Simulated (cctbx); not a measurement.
## RbYGeSO3 across an absorption edge

Space group Pnma (no. 62), a = 13.1810 Å, b = 7.4400 Å, c = 6.0650 Å, α = 90.00°, β = 90.00°, γ = 90.00°.

```csv
atom,mult.,x,y,z,Ueq (Å²)
Y1,4,0.7775,1/4,0.5019,0.0045
Rb1,4,1/2,1/2,1/2,0.0177
Ge1,4,0.8999,3/4,0.4349,0.0151
S1,4,0.8917,3/4,0.7691,0.0162
O1,4,0.0439,3/4,0.3240,0.0087
O2,8,0.8292,0.9556,0.2932,0.0251
```

This is a model crystal, built by substitution and not relaxed, with assumed displacement parameters.

Calculated with cctbx: free-atom f′ and f″ from the Sasaki tables, no fine structure; amplitudes in electrons.

```csv
E (eV),F 2 1 0,F 1 0 1,F 3 1 1,F 4 0 0
10503,108.2,12.2,178.8,86.2
10853,105.1,14.3,175.8,88.3
10983,102.5,16.3,173.3,90.4
11043,99.8,18.3,170.9,92.5
11073,97.2,20.4,168.5,94.7
11088,94.5,22.5,166.1,96.8
11095,92.2,24.3,164.0,98.8
11099,89.7,26.2,161.8,100.8
11107,89.2,28.8,161.1,102.3
11111,92.5,26.3,164.1,99.5
11118,95.2,24.2,166.6,97.2
11133,98.2,22.0,169.2,94.7
11163,101.1,19.9,171.8,92.2
11253,104.7,17.2,175.1,89.0
11503,109.1,13.8,178.8,84.9
```

**Question.** Which edge is crossed, and why do the reflections move as they do?

The K edge of Ge. The edge is at 11103 eV. f′ of Ge falls from -4.1 e at 10983 eV to -7.5 e at 4 eV below it, and f″ steps from 0.49 to 3.88 e across it. Over that approach |F| changes by -12 % (2 1 0), +61 % (1 0 1), -7 % (3 1 1) and +12 % (4 0 0): a reflection falls where Ge scatters in phase with the total and rises where it scatters against it; it hardly moves where the Ge term is small or cancels by symmetry. Above the edge the larger f″ enters the imaginary part, where it can add to or cancel the other atoms' f″. The structure is centrosymmetric, so Friedel mates stay equal.

[Logs are printed without paths, hosts, clocks, repeated set-up lines and the standing remarks that a program may print on its own settings, such as how far it seeks lower states.]
